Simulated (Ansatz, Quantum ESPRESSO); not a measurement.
## BP (F-43m): from the cell to the phonon bands

How does BP (F-43m) vibrate, and is this structure a minimum?

Method: DFT LDA, scalar-relativistic, plane waves, PseudoDojo norm-conserving pseudopotentials, in Quantum ESPRESSO 7.5.

**What experiment says.**

“Thermal expansion coefficients of high thermal conducting BAs and BP materials” (2019, arxiv:1906.04101) reports for BP, zinc blende, by single-crystal XRD (Mo K-alpha) (metal-flux-grown single crystal, 100 K): lattice constant a (cubic a at 100 K) 4.5383 ± 0.0008 Å.

For BP, zinc blende (synthetic BP; powder or crystal not specified, 300 K), “Boron phosphide under pressure: in situ study by Raman scattering and X-ray diffraction” (2015, arxiv:1505.05714) gives, by Raman scattering, 514.5 nm, backscattering: Raman mode (TO at Gamma (T2), ambient spectrum) 794 cm⁻¹ [very weak band; the pressure fit in the same paper quotes about 797 cm-1].

### 1. The structure

Symmetry: F-43m, No. 216, cubic system. The conventional cell has a = 4.538 Å, b = 4.538 Å, c = 4.538 Å, α = 90.00°, β = 90.00°, γ = 90.00°. Nearest to B lie 4 P at 1.97 Å. Nearest to P lie 4 B at 1.97 Å. Farther neighbours are not listed.

### 2. A first look

Before anything dear is run, a loose run with smearing shows whether this is a metal and how far the cell is from rest.

Input file probe.in:

```
 &control
    calculation='scf',
    prefix='x',
    outdir='./tmp',
    pseudo_dir='./pseudo',
    tprnfor=.true.,
    tstress=.true.,
    verbosity='high',
 /
 &system
    ibrav=0,
    nat=2,
    ntyp=2,
    ecutwfc=76.0,
    occupations='smearing',
    smearing='gaussian',
    degauss=0.01,
 /
 &electrons
    conv_thr=1.0d-07,
    mixing_beta=0.7,
    electron_maxstep=100,
 /
ATOMIC_SPECIES
 B      10.8100  B.upf
 P      30.9738  P.upf
CELL_PARAMETERS angstrom
    -2.269000000    0.000000000    2.269000000
     0.000000000    2.269000000    2.269000000
    -2.269000000    2.269000000    0.000000000
ATOMIC_POSITIONS crystal
 B      0.000000000   0.000000000   0.000000000
 P      0.250000000   0.250000000   0.250000000
K_POINTS automatic
 6 6 6 0 0 0
```

Command:

```console
$ OMP_NUM_THREADS=1 mpirun -n 8 pw.x -nk 8 -in probe.in > probe.out
```

Log:

```text
[banners, grids, parts of the stress and lines that vanish by symmetry left out]
Program PWSCF v.7.5
     Message from routine setup:
     using ibrav=0 with symmetry is DISCOURAGED, use correct ibrav instead
[...]
kinetic-energy cutoff     =      76.0000  Ry
     charge density cutoff     =     304.0000  Ry
     scf convergence threshold =      1.0E-07
[...]
Exchange-correlation= SLA  PW   NOGX NOGC
                           (   1   4   0   0   0   0   0)
[...]
24 Sym. Ops. (no inversion) found
[...]
(     0          1          0      )
                  (     0          0          1      )
[...]
(  0.0000000  1.0000000  0.0000000 )
                  ( -0.0000000 -0.0000000  1.0000000 )
[...]
(     1          0         -1      )
                  (     0          0         -1      )
[...]
(  0.0000000  1.0000000  0.0000000 )
[...]
(    -1          0          1      )
                  (    -1          0          0      )
[...]
( -0.0000000 -0.0000000  1.0000000 )
                  (  0.0000000 -1.0000000 -0.0000000 )
[...]
number of k points=    16  Gaussian smearing, width (Ry)=  0.0100
[...]
End of self-consistent calculation
[...]
the Fermi energy is     9.6466 ev
!    total energy              =     -19.88979683 Ry
[...]
convergence has been achieved in   6 iterations
[...]
atom    1 type  1   force =     0.00000000    0.00000000   -0.00000000
     atom    2 type  2   force =     0.00000000    0.00000000    0.00000000
[...]
Total force =     0.000000     Total SCF correction =     0.000000
[...]
total   stress  (Ry/bohr**3)                   (kbar)     P=      -54.67
[...]
XML data file, charge density, pseudopotentials, collected wavefunctions

   JOB DONE.
```

Run time: 2.5 s. Hardware: 8 MPI ranks of Intel Xeon at 2.70GHz, shared host.

Read from the output:

| Property | Result |
| --- | --- |
| volume per atom | 11.68 Å³ |
| pressure | -5.467 GPa |
| gap on the k-mesh | 1.315 eV |

A gap of 1.3 eV opens on this mesh, so the crystal is taken as an insulator; the start stands at -5.5 GPa.

### 3. Relaxation

Frequencies change by per cents with a per cent of volume, so the structure is first brought to rest at this level of theory.

Input file relax.in:

```
 &control
    calculation='vc-relax',
    prefix='x',
    outdir='./tmp',
    pseudo_dir='./pseudo',
    tprnfor=.true.,
    tstress=.true.,
    forc_conv_thr=2.0d-05,
    etot_conv_thr=1.0d-07,
    nstep=40,
 /
 &system
    ibrav=0,
    nat=2,
    ntyp=2,
    ecutwfc=76.0,
    occupations='fixed',
    nbnd=6,
 /
 &electrons
    conv_thr=1.0d-11,
    mixing_beta=0.7,
    electron_maxstep=100,
 /
 &ions
 /
 &cell
    press_conv_thr=0.2,
 /
ATOMIC_SPECIES
 B      10.8100  B.upf
 P      30.9738  P.upf
CELL_PARAMETERS angstrom
    -2.269000000    0.000000000    2.269000000
     0.000000000    2.269000000    2.269000000
    -2.269000000    2.269000000    0.000000000
ATOMIC_POSITIONS crystal
 B      0.000000000   0.000000000   0.000000000
 P      0.250000000   0.250000000   0.250000000
K_POINTS automatic
 12 12 12 0 0 0
```

Command:

```console
$ OMP_NUM_THREADS=1 mpirun -n 8 pw.x -nk 8 -in relax.in > relax.out
```

Log:

```text
[banners, grids, parts of the stress and lines that vanish by symmetry left out]
[banner, memory and clock lines left out]
Program PWSCF v.7.5

[...]
kinetic-energy cutoff     =      76.0000  Ry
     charge density cutoff     =     304.0000  Ry
     scf convergence threshold =      1.0E-11
[...]
energy convergence thresh.=      1.0E-07
     force convergence thresh. =      2.0E-05
     press convergence thresh. =      2.0E-01
     Exchange-correlation= SLA  PW   NOGX NOGC
                           (   1   4   0   0   0   0   0)
[...]
24 Sym. Ops. (no inversion) found
[...]
number of k points=    72
[...]
c_bands:  1 eigenvalues not converged
[...]
End of self-consistent calculation
[...]
highest occupied, lowest unoccupied level (ev):     9.0220   10.2201
!    total energy              =     -19.89108219 Ry
[...]
convergence has been achieved in   9 iterations
[...]
atom    1 type  1   force =    -0.00000000   -0.00000000    0.00000000
     atom    2 type  2   force =     0.00000000    0.00000000   -0.00000000
     Total force =     0.000000     Total SCF correction =     0.000000
[...]
total   stress  (Ry/bohr**3)                   (kbar)     P=      -55.94
[...]
number of bfgs steps    =   0
[...]
CELL_PARAMETERS (angstrom)
[...]
ATOMIC_POSITIONS (crystal)
B                0.0000000000       -0.0000000000       -0.0000000000
P                0.2500000000        0.2500000000        0.2500000000
[...]
New effective cutoffs (rho, wfc):  308.61   77.46
[...]
End of self-consistent calculation
[...]
highest occupied, lowest unoccupied level (ev):     9.4119   10.5755
!    total energy              =     -19.89208651 Ry
[...]
convergence has been achieved in   7 iterations
[...]
atom    1 type  1   force =    -0.00000000   -0.00000000    0.00000000
     atom    2 type  2   force =     0.00000000    0.00000000    0.00000000
     Total force =     0.000000     Total SCF correction =     0.000000
[...]
total   stress  (Ry/bohr**3)                   (kbar)     P=       -9.32
[...]
number of bfgs steps    =   1
[...]
CELL_PARAMETERS (angstrom)
[...]
ATOMIC_POSITIONS (crystal)
B                0.0000000000       -0.0000000000       -0.0000000000
P                0.2500000000        0.2500000000        0.2500000000
[...]
New effective cutoffs (rho, wfc):  309.77   77.75
[...]
End of self-consistent calculation
[...]
highest occupied, lowest unoccupied level (ev):     9.4894   10.6462
!    total energy              =     -19.89211257 Ry
[...]
convergence has been achieved in   9 iterations
[...]
atom    1 type  1   force =     0.00000000    0.00000000    0.00000000
     atom    2 type  2   force =     0.00000000   -0.00000000    0.00000000
     Total force =     0.000000     Total SCF correction =     0.000000
[...]
total   stress  (Ry/bohr**3)                   (kbar)     P=        0.45
[...]
number of bfgs steps    =   2
[...]
CELL_PARAMETERS (angstrom)
[...]
ATOMIC_POSITIONS (crystal)
B                0.0000000000       -0.0000000000       -0.0000000000
P                0.2500000000        0.2500000000        0.2500000000
[...]
New effective cutoffs (rho, wfc):  309.72   77.73
[...]
End of self-consistent calculation
[...]
highest occupied, lowest unoccupied level (ev):     9.4859   10.6430
!    total energy              =     -19.89211263 Ry
[...]
convergence has been achieved in   6 iterations
[...]
atom    1 type  1   force =     0.00000000   -0.00000000    0.00000000
     atom    2 type  2   force =    -0.00000000    0.00000000    0.00000000
     Total force =     0.000000     Total SCF correction =     0.000000
[...]
total   stress  (Ry/bohr**3)                   (kbar)     P=       -0.00
[...]
bfgs converged in   4 scf cycles and   3 bfgs steps
[...]
End of BFGS Geometry Optimization
     Final enthalpy           =     -19.8921126345 Ry
     File ./tmp/x.bfgs deleted, as requested
[...]
CELL_PARAMETERS (angstrom)
[...]
ATOMIC_POSITIONS (crystal)
B                0.0000000000       -0.0000000000       -0.0000000000
P                0.2500000000        0.2500000000        0.2500000000
[...]
Final scf calculation at the relaxed structure.
[...]
kinetic-energy cutoff     =      76.0000  Ry
     charge density cutoff     =     304.0000  Ry
     scf convergence threshold =      1.0E-13
[...]
press convergence thresh. =      2.0E-01
     Exchange-correlation= SLA  PW   NOGX NOGC
                           (   1   4   0   0   0   0   0)
[...]
24 Sym. Ops. (no inversion) found
[...]
number of k points=    72
[...]
c_bands:  1 eigenvalues not converged
     c_bands:  1 eigenvalues not converged
[...]
End of self-consistent calculation
[...]
highest occupied, lowest unoccupied level (ev):     9.4860   10.6430
!    total energy              =     -19.89209604 Ry
[...]
convergence has been achieved in  11 iterations
[...]
atom    1 type  1   force =     0.00000000   -0.00000000    0.00000000
     atom    2 type  2   force =     0.00000000    0.00000000    0.00000000
     Total force =     0.000000     Total SCF correction =     0.000000
[...]
total   stress  (Ry/bohr**3)                   (kbar)     P=       -0.14
[...]
XML data file, charge density, pseudopotentials, collected wavefunctions
```

Wall time 15 s (8 MPI ranks); 1.9 min of CPU time.

Step by step:

| step | energy less that of the first step (eV) | largest force (eV/Å) | pressure (GPa) | volume (Å³) |
| --- | --- | --- | --- | --- |
| 1 | 0.0000 | 0.0000 | -5.59 | 23.36 |
| 2 | -0.0137 | 0.0000 | -0.93 | 22.70 |
| 3 | -0.0140 | 0.0000 | 0.04 | 22.58 |
| 4 | -0.0140 | 0.0000 | 0.00 | 22.58 |
| 5 | -0.0138 | 0.0000 | -0.01 | 22.58 |

```
conventional cell, symmetrised  before  after  change
                         a (Å)   4.538  4.487  -1.1 %
                         b (Å)   4.538  4.487  -1.1 %
                         c (Å)   4.538  4.487  -1.1 %
              volume (Å³/atom)   11.68  11.29  -3.3 %
```

The relaxed structure:

```cif
data_structure
_symmetry_space_group_name_H-M 'P 1'
_symmetry_Int_Tables_number 1
_cell_length_a 3.1727
_cell_length_b 3.1727
_cell_length_c 3.1727
_cell_angle_alpha 60.000
_cell_angle_beta 60.000
_cell_angle_gamma 60.000
_cell_volume 22.58
loop_
_atom_site_label
_atom_site_type_symbol
_atom_site_fract_x
_atom_site_fract_y
_atom_site_fract_z
_atom_site_occupancy
B1 B 0.00000 0.00000 0.00000 1
P2 P 0.25000 0.25000 0.25000 1
```

The last row of the table of steps is pw.x's closing run on a basis chosen anew for the final cell, so its energy can jump.

Read from the output:

- volume per atom: 11.29 Å³
- pressure: -0.01400 GPa
- gap on the k-mesh: 1.157 eV

The volume changes by -3.3 % from the cell with which this run began.

### 4. Self-consistent run for the response

Perturbation theory inherits every error of the wavefunctions, so the threshold is set near the limit of the arithmetic. With a gap, occupations are fixed, which also allows the response to an electric field.

Input file scf.in:

```
 &control
    calculation='scf',
    prefix='x',
    outdir='./tmp',
    pseudo_dir='./pseudo',
    tprnfor=.true.,
    tstress=.true.,
 /
 &system
    ibrav=0,
    nat=2,
    ntyp=2,
    ecutwfc=76.0,
    occupations='fixed',
    nbnd=6,
 /
 &electrons
    conv_thr=1.0d-12,
    mixing_beta=0.7,
    electron_maxstep=100,
 /
ATOMIC_SPECIES
 B      10.8100  B.upf
 P      30.9738  P.upf
CELL_PARAMETERS angstrom
    -2.243406875    0.000000000    2.243406875
     0.000000000    2.243406875    2.243406875
    -2.243406875    2.243406875    0.000000000
ATOMIC_POSITIONS crystal
 B      0.000000000   0.000000000   0.000000000
 P      0.250000000   0.250000000   0.250000000
K_POINTS automatic
 12 12 12 0 0 0
```

Command:

```console
$ OMP_NUM_THREADS=1 mpirun -n 8 pw.x -nk 8 -in scf.in > scf.out
```

Log:

```text
[banners, grids, parts of the stress and lines that vanish by symmetry left out]
[banner, memory and clock lines left out]
Program PWSCF v.7.5

[...]
kinetic-energy cutoff     =      76.0000  Ry
     charge density cutoff     =     304.0000  Ry
     scf convergence threshold =      1.0E-12
[...]
Exchange-correlation= SLA  PW   NOGX NOGC
                           (   1   4   0   0   0   0   0)
[...]
24 Sym. Ops. (no inversion) found
[...]
number of k points=    72
[...]
c_bands:  1 eigenvalues not converged
[...]
End of self-consistent calculation
[...]
highest occupied, lowest unoccupied level (ev):     9.4860   10.6430
!    total energy              =     -19.89209604 Ry
[...]
convergence has been achieved in  10 iterations
[...]
atom    1 type  1   force =     0.00000000    0.00000000    0.00000000
     atom    2 type  2   force =     0.00000000    0.00000000    0.00000000
     Total force =     0.000000     Total SCF correction =     0.000000
[...]
total   stress  (Ry/bohr**3)                   (kbar)     P=       -0.14
[...]
XML data file, charge density, pseudopotentials, collected wavefunctions
```

Elapsed: 5.7 s, on 8 MPI ranks; 43 s of CPU time.

The cell stands at -0.014 GPa, close enough for phonons.

(Part 1 of 5 ends here.)

[Host names and launcher messages were left out of these logs when they were recorded.]

[Logs are printed without paths, hosts, clocks, repeated set-up lines and the standing remarks that a program may print on its own settings, such as how far it seeks lower states.]

[Hosts, paths, dates, database ids (printed as entryN), source tags and the programs' standing remarks are cut or masked in the printed files.]
